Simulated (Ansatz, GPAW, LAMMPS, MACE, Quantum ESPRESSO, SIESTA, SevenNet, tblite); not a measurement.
## Liquid (Cs,Li,Na)Cl at 1300 K (98 atoms): one structure in several programs

Wanted: errors and costs of other methods on liquid (Cs,Li,Na)Cl at 1300 K (98 atoms). A plane-wave run serves as the reference.

Method: Kohn-Sham DFT, PBE, SSSP efficiency 1.3.0 pseudopotentials, plane waves, in Quantum ESPRESSO 7.5.

## (1) The structure

The cell holds 98 atoms: 15 Cs, 21 Li, 13 Na and 49 Cl. Cell: a = 15.265 Å, b = 15.265 Å, c = 15.265 Å, α = 90.0°, β = 90.0°, γ = 90.0°. 98 atoms (15 Cs, 21 Li, 13 Na, 49 Cl) placed at random at 1.95 g/cm³, melted at 1800 K for 10 ps at fixed volume with the Lennard-Jones and Coulomb ion parameters for SPC/E (Joung and Cheatham, J. Phys. Chem. B 112, 9020 (2008)), full charges. Snapshot at the end of a hold of 20 ps at 1300 K and fixed volume.

## (2) The reference run

File pw.in:

```
&control
  calculation = 'scf'
  pseudo_dir = './pseudo'
  outdir = './tmp'
  disk_io = 'none'
  tprnfor = .true.
  tstress = .true.
/
&system
  ibrav = 0
  nat = 98
  ntyp = 4
  ecutwfc = 45
  ecutrho = 360
  nosym = .true.
  occupations = 'smearing'
  smearing = 'fd'
  degauss = 0.003675
/
&electrons
  conv_thr = 4.9e-07
  electron_maxstep = 100
  mixing_beta = 0.4
  mixing_mode = 'plain'
  diagonalization = 'david'
/
ATOMIC_SPECIES
Cs 132.905 Cs.upf
Li 6.940 Li.upf
Na 22.990 Na.upf
Cl 35.450 Cl.upf
CELL_PARAMETERS angstrom
15.26530 0.00000 0.00000
0.00000 15.26530 0.00000
0.00000 0.00000 15.26530
ATOMIC_POSITIONS crystal
Cs 0.20668 0.79617 0.36045
Cs 0.47479 0.31831 0.93055
Cs 0.19892 0.89015 0.85611
Cs 0.70428 0.43350 0.09806
Cs 0.05986 0.67943 0.72239
Cs 0.13546 0.91984 0.15576
Cs 0.68487 0.02330 0.60597
Cs 0.51358 0.41314 0.60158
Cs 0.90367 0.90362 0.28393
Cs 0.66439 0.73055 0.97544
Cs 0.13331 0.35709 0.85006
Cs 0.98816 0.14483 0.68326
[... 82 atom lines left out ...]
Cl 0.52250 0.53611 0.98018
Cl 0.57932 0.18145 0.30795
Cl 0.58800 0.16324 0.03769
Cl 0.81098 0.10230 0.18476
K_POINTS gamma
```

The run is started by

```console
OMP_NUM_THREADS=1 pw.x -in pw.in > output.txt
```

The program printed:

```text
Program PWSCF
     gamma-point specific algorithms are used
     sticks:   dense  smooth     PW     G-vecs:    dense   smooth      PW
     Sum       23849   11913   2965              2768495   979259  122321
     bravais-lattice index     =            0
     lattice parameter (alat)  =      28.8472  a.u.
     unit-cell volume          =   24005.6037 (a.u.)^3
     number of atoms/cell      =           98
     number of atomic types    =            4
     number of electrons       =       658.00
     number of Kohn-Sham states=          395
     kinetic-energy cutoff     =      45.0000  Ry
     charge density cutoff     =     360.0000  Ry
     scf convergence threshold =      4.9E-07
     mixing beta               =       0.4000
[... lines left out ...]
     number of k points=     1  Fermi-Dirac smearing, width (Ry)=  0.0037
[... lines left out ...]
     total energy              =   -4131.91109496 Ry
[... lines left out ...]
     total energy              =   -4132.48092694 Ry
[... lines left out ...]
     c_bands:  1 eigenvalues not converged
[... lines left out ...]
     total energy              =   -4132.55873971 Ry
[... lines left out ...]
     c_bands:  1 eigenvalues not converged
[... lines left out ...]
     total energy              =   -4132.57342039 Ry
[... lines left out ...]
     total energy              =   -4132.57342874 Ry
[... lines left out ...]
   -50.4245 -50.3939 -50.2817 -50.2740 -50.2106 -46.0941 -45.6501 -45.5740
   -45.3564 -45.3338 -45.0021 -44.9990 -44.9482 -44.9258 -44.8869 -44.8542
[...]
6.1507   6.1698   6.2070   6.2196   6.2898   6.3024   6.3075   6.3403
     6.3594   6.3760   6.4125   6.4404   6.4499   6.4963   6.5057   6.5465
     6.5660   6.5848   6.6150
     the Fermi energy is     2.0224 ev
!    total energy              =   -4132.57343184 Ry
     estimated scf accuracy    <       0.00000007 Ry
     smearing contrib. (-TS)   =      -0.00000000 Ry
     internal energy E=F+TS    =   -4132.57343184 Ry
     The total energy is F=E-TS. E is the sum of the following terms:
     one-electron contribution =   -2425.98643759 Ry
     hartree contribution      =    1358.51905046 Ry
     xc contribution           =   -1177.32972670 Ry
     ewald contribution        =   -1887.77631801 Ry
     convergence has been achieved in  10 iterations
     negative rho (up, down):  7.127E-01 0.000E+00
     Forces acting on atoms (cartesian axes, Ry/au):
     atom    1 type  1   force =    -0.05790940   -0.01448056    0.02758691
     atom    2 type  1   force =     0.01155089   -0.01032691   -0.00043621
     atom    3 type  1   force =    -0.01582668   -0.01793334   -0.00639032
[...]
atom   97 type  4   force =    -0.00096440   -0.02094395    0.00713181
     atom   98 type  4   force =     0.01898644    0.00040216   -0.01218834
     Total force =     0.245948     Total SCF correction =     0.000612
     Computing stress (Cartesian axis) and pressure
     negative rho (up, down):  7.127E-01 0.000E+00
          total   stress  (Ry/bohr**3)                   (kbar)     P=       -3.77
  -0.00001657  -0.00000353  -0.00000751           -2.44       -0.52       -1.10
  -0.00000353  -0.00002051   0.00000330           -0.52       -3.02        0.49
  -0.00000751   0.00000330  -0.00003987           -1.10        0.49       -5.87
     Message from routine punch:
     Nothing written, as per user request (disk_io='none')
```

Run time: 36 min. Hardware: 1 thread of Arm Neoverse V1, shared host; peak memory 9.1 GiB.

Banners, paths, timers and routine set-up lines are dropped from the logs unmarked, and long logs keep their key lines alone; longer cuts are marked.

Numbers from this run:

| Item | Value |
| --- | --- |
| r.m.s. force component | 0.3688 eV/Å |
| longest force | 1.762 eV/Å |
| pressure | -0.3777 GPa |
| gap (highest filled to lowest empty level) | 2.921 eV |

## (3) Local order

g(r), total and by pair (bins of 0.2 Å):

```tsv
r (Å)	total	Cl-Cl	Cl-Li	Cl-Cs	Cl-Na	Li-Li	Li-Cs
2.10	0.07	0.00	0.30	0.00	0.00	0.00	0.00
2.30	0.77	0.00	3.60	0.00	0.00	0.00	0.00
2.50	1.71	0.00	7.55	0.00	0.67	0.00	0.00
2.70	1.29	0.00	2.43	0.00	5.76	0.00	0.00
2.90	0.91	0.00	1.14	0.89	3.98	0.00	0.00
3.10	1.04	0.00	0.72	3.99	1.39	0.64	0.00
3.30	0.67	0.22	0.37	2.30	0.62	1.18	0.79
3.50	1.10	1.52	0.11	2.20	1.30	0.52	0.73
3.70	1.03	1.10	0.61	1.70	0.65	2.29	1.31
3.90	1.01	1.41	0.64	1.01	0.44	1.70	1.77
4.10	1.05	1.61	0.41	0.92	0.26	1.92	1.60
4.30	1.03	1.98	0.22	0.53	0.35	0.34	2.16
4.50	0.93	1.17	0.55	0.67	0.33	1.92	0.87
4.70	1.25	1.65	0.62	0.61	1.00	0.87	1.62
4.90	1.06	1.52	0.80	0.48	1.10	0.28	1.88
5.10	0.90	0.91	0.95	0.45	0.60	0.98	1.39
5.30	0.94	0.80	1.03	0.89	0.95	0.23	1.13
5.50	1.01	0.90	1.14	0.95	0.66	0.65	1.49
5.70	0.96	0.62	1.31	1.12	1.44	0.00	0.82
5.90	0.97	0.74	1.43	1.16	1.16	0.19	0.91
6.10	1.02	0.89	1.25	0.93	1.19	0.88	1.21
6.30	1.02	0.96	1.17	1.07	1.40	0.97	0.90
6.50	1.00	0.79	1.15	1.22	1.00	0.90	0.96
6.70	0.81	0.58	0.89	0.73	1.29	0.86	0.80
6.90	1.07	1.04	1.01	1.46	1.11	0.68	1.04
7.10	0.99	0.96	1.18	1.26	0.88	1.15	0.53
7.30	1.04	0.91	0.90	1.27	1.09	1.44	0.84
7.50	1.00	1.19	0.64	0.99	1.11	0.91	0.96
```

Bonds by pair of elements; cutoffs follow the first minimum of g(r), held within bounds set by covalent radii, and pairs that aren't listed don't count as bonded (cutoffs were set anew for this text, so counts can differ from the run's own analysis):

```tsv
pair A-B	cutoff (Å)	bonds	mean length (Å)	spread (Å)	shortest (Å)	B about A	A about B
Cl-Li	3.06	70	2.54	0.196	2.13	1.43	3.33
Cl-Cs	4.05	73	3.42	0.303	2.91	1.49	4.87
Cl-Na	3.27	43	2.84	0.169	2.57	0.878	3.31
```

The cutoffs for Cl-Li, Cl-Cs and Cl-Na fall short of the minimum of g(r), so counts run low and odd coordinations can be artefacts.

How many atoms have how many bonded neighbours:

```tsv
element	mean	2	3	4	5	6	7
Cl	3.80	2	12	29	6	0	0
Cs	4.87	0	0	8	2	4	1
Li	3.33	3	8	10	0	0	0
Na	3.31	2	6	4	1	0	0
```

## (4) The other programs

The programs:
- GPAW 26.7.0: PAW with atomic orbitals (LCAO), plane waves or a real-space grid of spacing h.
- MACE: machine-learned potential, published weights.
- SIESTA 5.4.2: numerical atomic orbitals, whose automatically made sets are far from complete, with PseudoDojo norm-conserving potentials that we converted to its format (checked against plane waves on the same files for H, C, O, Si, Ge and Ca alone); labels give functional, basis size, energy shift and mesh cutoff.
- SevenNet: machine-learned potential, published weights.
- tblite 0.8.0: extended tight binding, driven from Python.

All use the same cell and atoms; the electronic-structure runs use the same k-mesh, and an electronic temperature of 580 K (0.05 eV) where levels are smeared.

Differences are against the plane-wave reference, forces as r.m.s. over components; share is that over the reference's r.m.s. force, slope the least-squares factor from reference forces to these. Total energies of different programs have different zeros and aren't compared.

```tsv
run	Δ force, r.m.s. (meV/Å)	share (%)	slope	Δ pressure (GPa)	Δ gap (eV)	cores	CPU time	memory (GiB)
reference	-	-	-	-	-	1	36 min	9.1
GPAW PBE, LCAO dzp, h 0.2 Å	48.9	13.3	1.073	-	-0.132	1	8.8 min	3.2
GPAW PBE, LCAO dzp, h 0.2 Å, other mixer settings	48.6	13.2	1.074	-	-0.133	2	12 min	3.2
GPAW PBE, LCAO dzp, h 0.22 Å (coarse)	47.3	12.8	1.075	-	-0.132	1	6.5 min	2.4
GPAW PBE, LCAO sz(dzp), h 0.2 Å (coarse)	124	33.6	1.078	-	-0.595	1	3 min	2.5
MACE MP-0b2 small potential	94.3	25.6	1.054	-0.234	-	1	7.2 s	0.67
SIESTA PBE, DZP, shift 0.01 Ry, mesh 500 Ry	99.6	27.0	1.196	-0.67	-0.435	2	8.6 min	4.1
SIESTA PBE, DZP, shift 0.02 Ry, mesh 500 Ry	156	42.4	1.279	-2.33	-0.661	2	6.7 min	3.5
SIESTA PBE, SZP, shift 0.01 Ry, mesh 500 Ry (coarse)	135	36.5	1.266	-0.771	-0.568	2	7.2 min	3.8
SIESTA PBE, TZP, shift 0.01 Ry, mesh 500 Ry	101	27.3	1.197	-0.757	-0.435	4	10 min	4.9
SevenNet 0 potential	72.6	19.7	1.040	0.0779	-	1	7.6 s	0.7
SevenNet l3i5 potential	61.5	16.7	1.025	-0.025	-	1	9.7 s	0.94
tblite GFN1-xTB	205	55.7	0.579	-2.61	-	1	5.3 s	0.2
```

Rows marked coarse were listed beforehand as settings not expected to be converged; some can still land near the reference.

Times of the machine-learned potentials are mostly Python's start and the loading of weights.

CPU time is summed over cores on a shared host, where runs went side by side, so it is rough. Symmetry, cutoffs, thresholds, outputs and thread counts weren't matched or tuned between programs; memory under MPI is the largest rank's times the ranks.

Mean charges by element (e), by run and scheme:

```tsv
run	scheme	Cs	Li	Na	Cl
SIESTA PBE, DZP, shift 0.01 Ry, mesh 500 Ry	Hirshfeld	+0.38	+0.12	+0.30	-0.25
SIESTA PBE, DZP, shift 0.02 Ry, mesh 500 Ry	Hirshfeld	+0.37	+0.07	+0.27	-0.21
SIESTA PBE, TZP, shift 0.01 Ry, mesh 500 Ry	Hirshfeld	+0.39	+0.12	+0.30	-0.25
tblite GFN1-xTB	Mulliken	+0.78	+0.46	+0.74	-0.63
```

Within one program, basis, potentials and functional, energies share a zero. Each run against its twin at the usual cutoff or grid and solver:

```tsv
run	twin	Δ energy (meV/atom)	Δ force, r.m.s. (meV/Å)	CPU time over the twin's
GPAW PBE, LCAO dzp, h 0.2 Å, other mixer settings	LCAO dzp, h 0.2 Å	0	1.99	1.3 (this twin ran on 1 cores)
GPAW PBE, LCAO dzp, h 0.22 Å	LCAO dzp, h 0.2 Å	31.7	21.0	0.74
```

## (5) Results

```json
{
 "reference r.m.s. force component": "0.369 eV/Å",
 "nearest in forces": "a tie at 13 % of 3 runs: GPAW PBE, LCAO dzp, h 0.2 Å; GPAW PBE, LCAO dzp, h 0.2 Å, other mixer settings; GPAW PBE, LCAO dzp, h 0.22 Å (coarse)",
 "farthest in forces": "tblite GFN1-xTB, 56 %",
 "cheapest electronic-structure run beside the reference": "tblite GFN1-xTB, 5.3 s of CPU time"
}
```

In words: The PBE runs in local orbitals, coarse settings apart, differ by 13 % (GPAW PBE, LCAO dzp, h 0.2 Å, other mixer settings) to 42 % (SIESTA PBE, DZP, shift 0.02 Ry, mesh 500 Ry); basis, grid and potentials can all enter. Tight binding differs by 56 % (tblite GFN1-xTB); it is another model, with fitted parameters of its own, and the xTB methods hold dispersion. Machine-learned potentials differ by 17 % (SevenNet l3i5 potential) to 26 % (MACE MP-0b2 small potential); they were trained on other programs' data. Runs with settings chosen to be coarse differ by 13 % (GPAW PBE, LCAO dzp, h 0.22 Å) to 37 % (SIESTA PBE, SZP, shift 0.01 Ry, mesh 500 Ry), their programs' other errors included. Of the electronic-structure runs that take under half the reference's CPU time, GPAW PBE, LCAO dzp, h 0.22 Å is among the nearest, at 13 % in 6.5 min against 36 min. SIESTA PBE, DZP, shift 0.02 Ry, mesh 500 Ry stiffens the forces by a factor of 1.28 while following their directions (correlation 0.970); the slopes of the 4 SIESTA runs lie between 1.20 and 1.28. At the same functional, gaps differ from the reference's 2.92 eV by between -0.66 and -0.13 eV. In pressure, SIESTA PBE, DZP, shift 0.02 Ry, mesh 500 Ry misses by -2.3 GPa, at the same functional. Charges hang on model, scheme and program or settings: among these rows the mean for Na runs from +0.27 to +0.74 e. In the reference: filled and empty levels are parted by 2.92 eV (on the run's k-points); a semilocal functional tends to put such gaps too low. In a disordered cell it changes from sample to sample and from frame to frame. In the reference: for some of the pairs, g(r) has its first main peak near 2.4 Å (Cl-Li), 3.1 Å (Cl-Cs) and 2.8 Å (Cl-Na). Periodic xTB results under one method name differ between programs and library versions. The potentials hold different valence shells: 658 electrons in the reference, 590 in GPAW; this bears on time and differences. The reference's pressure holds the uncorrected Pulay stress of its 45 Ry basis, so small pressure differences, and their order, may be the reference's own error. The frame stands for 1300 K, but pressures are static and levels are smeared at 580 K. The network of bonds at the start is that of the classical potential that made the cell, and needn't be the one that DFT or experiment would give. The ion parameters were fitted for water, not for melts, so the starting structure of this cell may lie well off the real melt's. The electronic-structure runs sample only Γ, in a cell whose shortest periodic width is 15 Å. Spin–orbit coupling is left out, which matters for the levels of the heavy elements.

[Also dropped from logs without a mark: logging warnings of Python, and SIESTA's first energy breakdown and zero terms.]

[Logs are printed without paths, hosts, clocks, repeated set-up lines and the standing remarks that a program may print on its own settings, such as how far it seeks lower states.]

[Hosts, paths, dates, database ids (printed as entryN), source tags and the programs' standing remarks are cut or masked in the printed files.]
